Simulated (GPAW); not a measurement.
# In2O3 (R-3c): G0W0 with GPAW, start to end

How does a plane-wave GW calculation on In2O3 (R-3c) run from the first input to the gap?

Main program and level: GPAW 26.7.0; LDA and many-body steps on it, plane waves.

**What was measured.**

- Gap 3.08 eV: optical gap from linear extrapolation of the absorption edge; UV-visible absorption, Tauc-type extrapolation; powder (hydrothermally grown microspheres, annealed at 400 C) (“Fabrication and performance enhancement of an In2O3/BiVO4 heterojunction for N-butanol gas sensing applications”, 2024, pmc:11650617).

## (1) Set-up

Symmetry: R-3c, No. 167, trigonal system. The conventional cell has a = 5.487 Å, b = 5.487 Å, c = 14.510 Å, α = 90.00°, β = 90.00°, γ = 120.00°. Nearest to In lie 6 O at 2.12 to 2.26 Å. Nearest to O lie 4 In at 2.12 to 2.26 Å. Farther neighbours and most contacts between anions are not listed.

The cell and positions come from the Crystallography Open Database and are kept as given unless a step says otherwise. This is not the form that In2O3 usually takes at ambient conditions.

## (2) Ground state

This step: GPAW 26.7.0; DFT, LDA, plane waves, PAW.

The ground-state density comes first.

Contents of run.py:

```python
import json
import numpy as np
from gpaw.mpi import world
from ase import Atoms
from gpaw import GPAW, PW, FermiDirac

atoms = Atoms(['In', 'In', 'In', 'In', 'O', 'O', 'O', 'O', 'O', 'O'],
    cell=[[2.7435000000, 1.5839604635, 4.8366666667],
      [-2.7435000000, 1.5839604635, 4.8366666667],
      [0.0000000000, -3.1679209270, 4.8366666667]],
    scaled_positions=[[0.3573100000, 0.3573100000, 0.3573100000],
      [0.1426900000, 0.1426900000, 0.1426900000],
      [0.6426900000, 0.6426900000, 0.6426900000],
      [0.8573100000, 0.8573100000, 0.8573100000],
      [0.5480000000, 0.9520000000, 0.2500000000],
      [0.2500000000, 0.5480000000, 0.9520000000],
      [0.9520000000, 0.2500000000, 0.5480000000],
      [0.4520000000, 0.0480000000, 0.7500000000],
      [0.7500000000, 0.4520000000, 0.0480000000],
      [0.0480000000, 0.7500000000, 0.4520000000]],
    pbc=(True, True, True))
calc = GPAW(mode=PW(600),
    xc='LDA',
    kpts={'size': (6, 6, 6), 'gamma': True},
    occupations=FermiDirac(0.001),
    nbands=-11,
    convergence={'density': 1e-6, 'bands': -3},
    maxiter=100,
    txt='gs.txt')
atoms.calc = calc
res = {'energy': atoms.get_potential_energy()}
kpts = calc.get_ibz_k_points()
res['kpts'] = kpts
res['eigenvalues'] = [calc.get_eigenvalues(kpt=k) for k in range(len(kpts))]
res['n_electrons'] = calc.get_number_of_electrons()
calc.write('gs.gpw')

if world.rank == 0:
    with open('result.json', 'w') as f:
        json.dump(res, f, default=lambda x: x.tolist())
```

Command:

```console
> mpirun -n 8 gpaw python run.py
```

Numbers of over 12 decimals in the logs are rounded to 6 here.

Log:

```text
__  _  _
 | _ |_)|_||  |
 |__||  | ||/\| - 26.7.0

Input parameters:
  mode=PW(ecut=600.0),
  convergence={'density': 1e-06, 'bands': -3},
  kpts=MonkhorstPack(size=(6, 6, 6), gamma=True),
  maxiter=100,
  nbands=-11,
  occupations=Occupations(name='fermi-dirac', width=0.001, fixmagmom=False),
  xc=XC(name='LDA')
  [... matrices ...]
Diagonalizing LCAO Hamiltonian
Converting LCAO to pw mode

             In

           O In
                  O
          O
                O
        O
             InO

             In

Atoms  # Å, Bohr magnetons
|   | symbol |         x |         y |         z |    initial magnetic moments |
| 0 |     In | -0.000000 | -0.000000 |  5.184568 | ( 0.0000,  0.0000,  0.0000) |
| 1 |     In |  0.000000 | -0.000000 |  2.070432 | ( 0.0000,  0.0000,  0.0000) |
| 2 |     In | -0.000000 |  0.000000 |  9.325432 | ( 0.0000,  0.0000,  0.0000) |
| 3 |     In |  0.000000 | -0.000000 | 12.439568 | ( 0.0000,  0.0000,  0.0000) |
| 4 |      O | -1.108374 |  1.583960 |  8.464167 | ( 0.0000,  0.0000,  0.0000) |
| 5 |      O | -0.817563 | -1.751860 |  8.464167 | ( 0.0000,  0.0000,  0.0000) |
| 6 |      O |  1.925937 |  0.167900 |  8.464167 | ( 0.0000,  0.0000,  0.0000) |
| 7 |      O |  1.108374 | -1.583960 |  6.045833 | ( 0.0000,  0.0000,  0.0000) |
| 8 |      O |  0.817563 |  1.751860 |  6.045833 | ( 0.0000,  0.0000,  0.0000) |
| 9 |      O | -1.925937 | -0.167900 |  6.045833 | ( 0.0000,  0.0000,  0.0000) |

Unit cell  # Å
| periodic |         x |         y |        z |  lengths |    angles |
|      yes |  2.743500 |  1.583960 | 4.836667 | 5.781788 | 56.654541 |
|      yes | -2.743500 |  1.583960 | 4.836667 | 5.781788 | 56.654541 |
|      yes |  0.000000 | -3.167921 | 4.836667 | 5.781788 | 56.654541 |

Number of symmetries: 6
Symmetry operations  # r_c * U_cc + t_c -> r_c
|   | kind |            matrix            |
| 0 |  E   |  1, 0, 0,  0, 1, 0,  0, 0, 1 |
| 1 |  C3  |  0, 1, 0,  0, 0, 1,  1, 0, 0 |
| 2 |  C3  |  0, 0, 1,  1, 0, 0,  0, 1, 0 |
| 3 |  S6  |  0, 0,-1, -1, 0, 0,  0,-1, 0 |
| 4 |  S6  |  0,-1, 0,  0, 0,-1, -1, 0, 0 |
| 5 |  i   | -1, 0, 0,  0,-1, 0,  0, 0,-1 |

BZ-sampling:
  Number of BZ points: 216
  Number of IBZ points: 40

  Monkhorst-Pack size: [6, 6, 6]
  Monkhorst-Pack shift: [0.083333, 0.083333, 0.083333]

K-points  # in reciprocal-cell coordinates
|     |                                coordinates |     weight |
|   0 | (  0.00000000,   0.00000000,   0.00000000) | 0.00462963 |
|   1 | (  0.16666667,   0.00000000,  -0.16666667) | 0.02777778 |
|   2 | (  0.16666667,   0.00000000,   0.00000000) | 0.02777778 |
|   3 | (  0.16666667,   0.16666667,  -0.16666667) | 0.02777778 |
|   4 | (  0.16666667,   0.16666667,   0.00000000) | 0.02777778 |
|   5 | (  0.16666667,   0.16666667,   0.16666667) | 0.00925926 |
|   6 | (  0.33333333,  -0.16666667,  -0.33333333) | 0.02777778 |
|   7 | (  0.33333333,  -0.16666667,  -0.16666667) | 0.02777778 |
|   8 | (  0.33333333,  -0.16666667,   0.00000000) | 0.02777778 |
|   9 | (  0.33333333,  -0.16666667,   0.16666667) | 0.02777778 |
| ... |                                            |            |
|  39 | (  0.50000000,   0.50000000,   0.50000000) | 0.00462963 |

Plane wave coefficients: 4227
Cutoff: 600.0 eV

Spin-components: 1 (collinear spins)
Bands:           55
Projectors:      54
Spin-degeneracy: 2
Datatype:        complex128

  Storage: CPU
  Wave functions: 147_030_400 bytes (18_378_800 per core)
  Projectors: 80_198_400 bytes (10_024_800 per core)
  [... matrices ...]
Parallelization:
  kpt:    8
  domain: 1
  band:   1

Density:
  Valence electrons: 88.0
  Components: 1
  Grid points: [35 35 35]
  Charge: 0.0  # |e|

Potential:
  Grid points: [35 35 35]

species:
  In:
    name:    Indium
    Z:       49.0
    valence: 13
    core:    36
    charge:  0.0  # [|e|]
    compensation charges:
      type: gauss
      rc: 0.36  # [Å]
      lmax: 2
    cutoffs:
      filter: 2.09  # [Å]
      core: 2.48  # [Å]
    projectors
    | kind |    occ | energy [eV] | rcut [Å] |
    |   5s |  2.000 |      -8.474 |    1.185 |
    |   5p |  1.000 |      -2.700 |    1.244 |
    |   4d | 10.000 |     -18.723 |    1.148 |
    |    s |        |      18.738 |    1.185 |
    |    p |        |      24.512 |    1.244 |
    |    d |        |       8.489 |    1.148 |

    Using partial waves for In as LCAO basis

  O:
    name:    Oxygen
    Z:       8.0
    valence: 6
    core:    2
    charge:  0.0  # [|e|]
    compensation charges:
      type: gauss
      rc: 0.21  # [Å]
      lmax: 2
    cutoffs:
      filter: 1.17  # [Å]
      core: 0.83  # [Å]
    projectors
    | kind |    occ | energy [eV] | rcut [Å] |
    |   2s |  2.000 |     -23.752 |    0.688 |
    |   2p |  4.000 |      -9.195 |    0.598 |
    |    s |        |       3.459 |    0.688 |
    |    p |        |      18.016 |    0.598 |
    |    d |        |       0.000 |    0.619 |

    Using partial waves for O as LCAO basis

Reference energy: -651504.610097  # eV

eigensolver:
  PPCG
  Converge bands: -3
  niter=2

density mixing:
  MSR1-Mixer
  Pratt-step length: 0.05
  Maximum mixing coefficient: 0.75
  Old densities: 10
  SVD Regularization: 0.005
  Good broyden scale: 1.0
  Trust region scale: 1.0
  Backstep threshold: 4.0
  History deletion threshold: 6.0
  Fourier metric: weight=20.0, sigma=0.015

occupation numbers:
  Fermi-Dirac:
    width: 0.0010  # eV

poisson solver:
  ecut: 4800.0  # eV

xc functional:
  name: None

Initialization done in: 2.657 s

convergence criteria:
- Maximum integral of absolute [dens]ity change: 1e-06 electrons / valence electron
- Maximum [total energy] change in last 3 cyles: 0.0005 eV / valence electron
- Maximum integral of absolute [eigenst]ate change: 4e-08 eV^2 / valence electron
maximum number of iterations: 100

SCF iterations
|iter     |     time |      energy | eigst |  dens |
|iter:   1|  |  -74.239671 | +0.30 |       |
|iter:   2|  |  -71.838211 | -0.78 | -0.92 |
|iter:   3|  |  -65.674598 | -0.14 | -0.97 |
|iter:   4|  |  -65.602722 | -1.45 | -1.50 |
|iter:   5|  |  -65.576564 | -2.02 | -1.80 |
|iter:   6|  |  -65.576275c| -2.58 | -2.69 |
|iter:   7|  |  -65.576327c| -2.98 | -3.31 |
|iter:   8|  |  -65.576327c| -3.30 | -4.00 |
|iter:   9|  |  -65.576327c| -3.58 | -4.79 |
|iter:  10|  |  -65.576327c| -3.92 | -5.51 |
|iter:  11|  |  -65.576327c| -4.21 | -5.92 |
|iter:  12|  |  -65.576327c| -4.48 | -6.37c|
|iter:  13|  |  -65.576327c| -4.73 | -7.09c|
|iter:  14|  |  -65.576327c| -4.96 | -7.64c|
|iter:  15|  |  -65.576327c| -5.23 | -8.28c|
|iter:  16|  |  -65.576327c| -5.57 | -8.68c|
|iter:  17|  |  -65.576327c| -5.87 | -9.08c|
|iter:  18|  |  -65.576327c| -6.15 |-10.00c|
|iter:  19|  |  -65.576327c| -6.41 |-10.44c|
|iter:  20|  |  -65.576327c| -6.73 |-10.59c|
|iter:  21|  |  -65.576327c| -6.97 |-11.08c|
|iter:  22|  |  -65.576327c| -7.26 |-11.16c|
|iter:  23|  |  -65.576327c| -7.57c|-11.57c|

Converged in 23 steps
SCF loop duration: 60.121 s (2.614 s/step)
Energy contributions relative to reference atoms: (reference = -651504.610097)
  [... matrices ...]
Energy contributions:
  Kinetic:         134.815383
  Coulomb:        -121.954209
  Zero:              0.476901
  External:          0.000000
  Xc:              -78.914403
  Entropy:          -0.000000
  Spinorbit:         0.000000
  ----------------------------
  Free energy:     -65.576327
  Extrapolated:    -65.576327

dipole moment: (0.000000, -0.000000, 0.000006)  # |e|*Ang

Fermi level: 5.481
Eigenvalues  # (at kpt = [0.000, 0.000, 0.000])
| band index |      eig [eV] | occ [0-2] |
|          0 |       -12.133 |     2.000 |
|        ... |               |           |
|         36 |         4.478 |     2.000 |
|         37 |         4.785 |     2.000 |
|         38 |         4.917 |     2.000 |
|         39 |         4.917 |     2.000 |
|         40 |         5.016 |     2.000 |
|         41 |         5.016 |     2.000 |
|         42 |         5.261 |     2.000 |
|         43 |         5.261 |     2.000 |
|         44 |         6.478 |     0.000 |
[...]
|         48 |        14.305 |     0.000 |
|         49 |        14.319 |     0.000 |
|         50 |        14.319 |     0.000 |
|         51 |        14.597 |     0.000 |
|        ... |               |           |
|         54 |        15.572 |     0.000 |

Gap: 1.182 eV
Transition (v -> c):
  (s=0, k=12, n=43, [0.33, 0.00, 0.00]) -> (s=0, k=0, n=44, [0.00, 0.00, 0.00])
Direct/indirect transitions are different
Direct gap: 1.217 eV
Transition at: (s=0, k=0, n=43, [0.00, 0.00, 0.00])
# Writing to gs.gpw (mode='')
  [... matrices ...]
```

Wall time 64 s (8 MPI ranks of Arm Neoverse V2, shared host); peak memory 2.2 GiB.

This step gave:

```yaml
total_energy: -65.5763 eV
gap: 1.182 eV
k_of_the_valence_top: 0.3333, 0, 0
k_of_the_conduction_bottom: 0, 0, 0
least_direct_gap: 1.217 eV
```

The gap is indirect, with the least direct gap 0.04 eV higher.

## (3) Bands along the symmetry lines

Levels along a band path, at the cheap level, show where the edges lie and whether the meshes to come will hold them.

Contents of run.py:

```python
import json
import numpy as np
from gpaw.mpi import world
from gpaw import GPAW

path = [[0.000000, 0.000000, 0.000000],
    [0.062500, 0.062500, 0.062500],
    [0.125000, 0.125000, 0.125000],
    [0.187500, 0.187500, 0.187500],
    [0.250000, 0.250000, 0.250000],
    [0.312500, 0.312500, 0.312500],
    [0.375000, 0.375000, 0.375000],
    [0.437500, 0.437500, 0.437500],
    [0.500000, 0.500000, 0.500000],
    [0.532729, 0.467271, 0.500000],
    [0.565458, 0.434542, 0.500000],
    [0.598188, 0.401812, 0.500000],
    [0.630917, 0.369083, 0.500000],
    [0.663646, 0.336354, 0.500000],
    [0.696375, 0.303625, 0.500000],
    [0.729104, 0.270896, 0.500000],
    [0.761833, 0.238167, 0.500000],
    [0.500000, -0.238167, 0.238167],
    [0.500000, -0.208396, 0.208396],
    [0.500000, -0.178625, 0.178625],
    [0.500000, -0.148854, 0.148854],
    [0.500000, -0.119083, 0.119083],
    [0.500000, -0.089312, 0.089312],
    [0.500000, -0.059542, 0.059542],
    [0.500000, -0.029771, 0.029771],
    [0.500000, 0.000000, 0.000000],
    [0.437500, 0.000000, 0.000000],
    [0.375000, 0.000000, 0.000000],
    [0.312500, 0.000000, 0.000000],
    [0.250000, 0.000000, 0.000000],
    [0.187500, 0.000000, 0.000000],
    [0.125000, 0.000000, 0.000000],
    [0.062500, 0.000000, 0.000000],
    [0.000000, 0.000000, 0.000000],
    [0.046135, -0.046135, 0.000000],
    [0.092271, -0.092271, 0.000000],
    [0.138406, -0.138406, 0.000000],
    [0.184542, -0.184542, 0.000000],
    [0.230677, -0.230677, 0.000000],
    [0.276812, -0.276812, 0.000000],
    [0.322948, -0.322948, 0.000000],
    [0.369083, -0.369083, 0.000000],
    [0.630917, 0.000000, 0.369083],
    [0.614552, 0.000000, 0.385448],
    [0.598188, 0.000000, 0.401812],
    [0.581823, 0.000000, 0.418177],
    [0.565458, 0.000000, 0.434542],
    [0.549094, 0.000000, 0.450906],
    [0.532729, 0.000000, 0.467271],
    [0.516365, 0.000000, 0.483635],
    [0.500000, 0.000000, 0.500000],
    [0.437500, 0.000000, 0.437500],
    [0.375000, 0.000000, 0.375000],
    [0.312500, 0.000000, 0.312500],
    [0.250000, 0.000000, 0.250000],
    [0.187500, 0.000000, 0.187500],
    [0.125000, 0.000000, 0.125000],
    [0.062500, 0.000000, 0.062500],
    [0.000000, 0.000000, 0.000000]]
calc = GPAW('gs.gpw').fixed_density(kpts=path,
    symmetry='off',
    nbands=54,
    convergence={'bands': 50},
    txt='bands.txt')
res = {}
kpts = calc.get_ibz_k_points()
res['kpts'] = kpts
res['eigenvalues'] = [calc.get_eigenvalues(kpt=k) for k in range(len(kpts))]
res['n_electrons'] = calc.get_number_of_electrons()

if world.rank == 0:
    with open('result.json', 'w') as f:
        json.dump(res, f, default=lambda x: x.tolist())
```

Command:

```console
> mpirun -n 8 gpaw python run.py
```

Log:

```text
Diagonalizing LCAO Hamiltonian
Converting LCAO to pw mode
convergence criteria:
- Maximum integral of absolute [eigenst]ate change: 4e-08 eV^2 / valence electron
maximum number of iterations: 100

SCF iterations
|iter     |     time |      energy | eigst |  dens |
|iter:   1|  |             | +0.48 |       |
|iter:   2|  |             | -0.94 |       |
|iter:   3|  |             | -1.96 |       |
[...]
|iter:  18|  |             | -6.82 |       |
|iter:  19|  |             | -7.06 |       |
|iter:  20|  |             | -7.41c|       |
SCF steps: 20
  __  _  _
 | _ |_)|_||  |
 |__||  | ||/\| - 26.7.0

Input parameters:
  mode=PW(ecut=600.0),
  convergence={'bands': 50},
  gpts=array([35, 35, 35]),
  kpts=KPoints(kpts=array([[ 0.      ,  0.      ,  0.      ],
         [ 0.0625  ,  0.0625  ,  0.0625  ],
         [ 0.125   ,  0.125   ,  0.125   ],
         [ 0.1875  ,  0.1875  ,  0.1875  ],
[...]
[ 0.532729,  0.467271,  0.5     ],
         [ 0.565458,  0.434542,  0.5     ],
         [ 0.598188,  0.401812,  0.5     ],
[...]
[ 0.5     , -0.238167,  0.238167],
         [ 0.5     , -0.208396,  0.208396],
         [ 0.5     , -0.178625,  0.178625],
[...]
[ 0.5     , -0.059542,  0.059542],
         [ 0.5     , -0.029771,  0.029771],
[...]
[ 0.322948, -0.322948,  0.      ],
         [ 0.369083, -0.369083,  0.      ],
         [ 0.630917,  0.      ,  0.369083],
         [ 0.614552,  0.      ,  0.385448],
         [ 0.598188,  0.      ,  0.401812],
[...]
[ 0.532729,  0.      ,  0.467271],
         [ 0.516365,  0.      ,  0.483635],
[...]
[ 0.125   ,  0.      ,  0.125   ],
         [ 0.0625  ,  0.      ,  0.0625  ],
         [ 0.      ,  0.      ,  0.      ]])),
  maxiter=100,
  nbands=54,
  occupations=Occupations(name='fermi-dirac', width=0.001, fixmagmom=False),
  parallel={},
  symmetry=Symmetry(point_group=False, time_reversal=False),
  xc=XC(name='LDA')
  [... matrices ...]
timing:  # [seconds]
  Total: 0.030  # ━━━━━━━━━━━━━━━━━━━━━━━━━━━━━━━━━━━━━━━━━━━━━━━━━━━━━━━━━━━
```

Wall time 75 s (8 MPI ranks); peak memory 2.4 GiB; 9.9 min of CPU time.

Numbers from this step:

| Item | Value |
| --- | --- |
| gap | 1.180 eV |
| k of the valence top | 0.3125, 0, 0 |
| k of the conduction bottom | 0, 0, 0 |
| least direct gap | 1.217 eV |

The gap is 1.180 eV, −0.002 eV from the run before at this level.

Electronic bands along the path, in eV, zero at the top of the highest filled band:

| point | band 41 | band 42 | band 43 | band 44 | band 45 | band 46 | band 47 | band 48 |
| --- | --- | --- | --- | --- | --- | --- | --- | --- |
| Γ | -0.28 | -0.28 | -0.04 | -0.04 | 1.18 | 5.39 | 6.07 | 7.16 |
| halfway | -0.24 | -0.24 | -0.07 | -0.07 | 2.57 | 5.25 | 6.30 | 7.23 |
| T | -0.20 | -0.20 | -0.20 | -0.20 | 4.31 | 4.31 | 7.01 | 7.01 |
| halfway | -0.56 | -0.56 | -0.21 | -0.21 | 4.83 | 4.83 | 6.65 | 6.65 |
| H2 | -0.35 | -0.35 | -0.16 | -0.16 | 5.46 | 5.46 | 5.79 | 5.79 |
| jump to H0 | -0.35 | -0.35 | -0.16 | -0.16 | 5.46 | 5.46 | 5.79 | 5.79 |
| halfway | -0.39 | -0.39 | -0.11 | -0.11 | 5.00 | 5.00 | 5.78 | 5.78 |
| L | -0.78 | -0.78 | -0.07 | -0.07 | 4.86 | 4.86 | 5.72 | 5.72 |
| halfway | -0.41 | -0.40 | -0.18 | -0.01 | 2.77 | 5.81 | 5.93 | 6.56 |
| Γ | -0.28 | -0.28 | -0.04 | -0.04 | 1.18 | 5.39 | 6.07 | 7.16 |
| halfway | -0.51 | -0.14 | -0.14 | 0.00 | 3.22 | 5.63 | 6.01 | 6.42 |
| S0 | -0.46 | -0.27 | -0.21 | -0.07 | 5.18 | 5.40 | 5.62 | 6.08 |
| jump to S2 | -0.46 | -0.27 | -0.21 | -0.07 | 5.18 | 5.40 | 5.62 | 6.08 |
| halfway | -0.54 | -0.31 | -0.13 | -0.05 | 5.11 | 5.40 | 6.17 | 6.24 |
| F | -0.56 | -0.35 | -0.09 | -0.04 | 5.09 | 5.40 | 6.34 | 6.43 |
| halfway | -0.46 | -0.30 | -0.26 | -0.06 | 3.08 | 5.89 | 5.95 | 6.77 |
| Γ | -0.28 | -0.28 | -0.04 | -0.04 | 1.18 | 5.39 | 6.07 | 7.16 |

## (4) Empty states on the mesh, 4×4×4 mesh, 434 bands

The sums over transitions need many empty states on a uniform mesh; this step solves for them.

Contents of run.py:

```python
import json
import numpy as np
from gpaw.mpi import world
from gpaw import GPAW

calc = GPAW('gs.gpw').fixed_density(kpts={'size': (4, 4, 4), 'gamma': True},
    parallel={'domain': 1, 'band': 1},
    txt='nscf.txt')
calc.diagonalize_full_hamiltonian(nbands=434)
calc.write('full.gpw', mode='all')
res = {}
kpts = calc.get_ibz_k_points()
res['kpts'] = kpts
res['eigenvalues'] = [calc.get_eigenvalues(kpt=k) for k in range(len(kpts))]
res['n_electrons'] = calc.get_number_of_electrons()

if world.rank == 0:
    with open('result.json', 'w') as f:
        json.dump(res, f, default=lambda x: x.tolist())
```

Command:

```console
> mpirun -n 8 gpaw python run.py
```

Log:

```text
Diagonalizing LCAO Hamiltonian
Converting LCAO to pw mode
convergence criteria:
- Maximum integral of absolute [eigenst]ate change: 4e-08 eV^2 / valence electron
maximum number of iterations: 100

SCF iterations
|iter     |     time |      energy | eigst |  dens |
|iter:   1|  |             | +0.57 |       |
|iter:   2|  |             | -0.78 |       |
|iter:   3|  |             | -1.75 |       |
[...]
|iter:  18|  |             | -6.96 |       |
|iter:  19|  |             | -7.21 |       |
|iter:  20|  |             | -7.52c|       |
SCF steps: 20
  __  _  _
 | _ |_)|_||  |
 |__||  | ||/\| - 26.7.0

Input parameters:
  mode=PW(ecut=600.0),
  convergence={'density': 1e-06, 'bands': -3},
  gpts=array([35, 35, 35]),
  kpts=MonkhorstPack(size=(4, 4, 4), gamma=True),
  maxiter=100,
  nbands=55,
  occupations=Occupations(name='fermi-dirac', width=0.001, fixmagmom=False),
  parallel={'domain': 1, 'band': 1},
  xc=XC(name='LDA')
Matrix size: 4177x4177
# Writing to full.gpw (mode='all')
  [... matrices ...]

timing:  # [seconds]
  Total: 132.020  # ━━━━━━━━━━━━━━━━━━━━━━━━━━━━━━━━━━━━━━━━━━━━━━━━━━━━━━━━━
```

The job ended after 2.6 min (8 MPI ranks; peak memory 13 GiB).

This step gave:

```
gap                                                           : 1.190 eV
k of the valence top                                          : 0.25, 0, 0
k of the conduction bottom                                    : 0, 0, 0
least direct gap                                              : 1.217 eV
k points computed                                             : 14
lowest point of the top converged band, above the valence top : 112.4835 eV
```

On this mesh the gap is 1.190 eV.

[end of part 1 of 2]

[Paths, hosts, dates, memory and timing lines, banners, echoed tables and standing remarks are left out of the program output.]

[Logs are printed without paths, hosts, clocks, repeated set-up lines and the standing remarks that a program may print on its own settings, such as how far it seeks lower states.]

[Runs of the session that timed out or met a known fault of the program may be left out.]

[Hosts, paths, dates, database ids (printed as entryN), source tags and the programs' standing remarks are cut or masked in the printed files.]
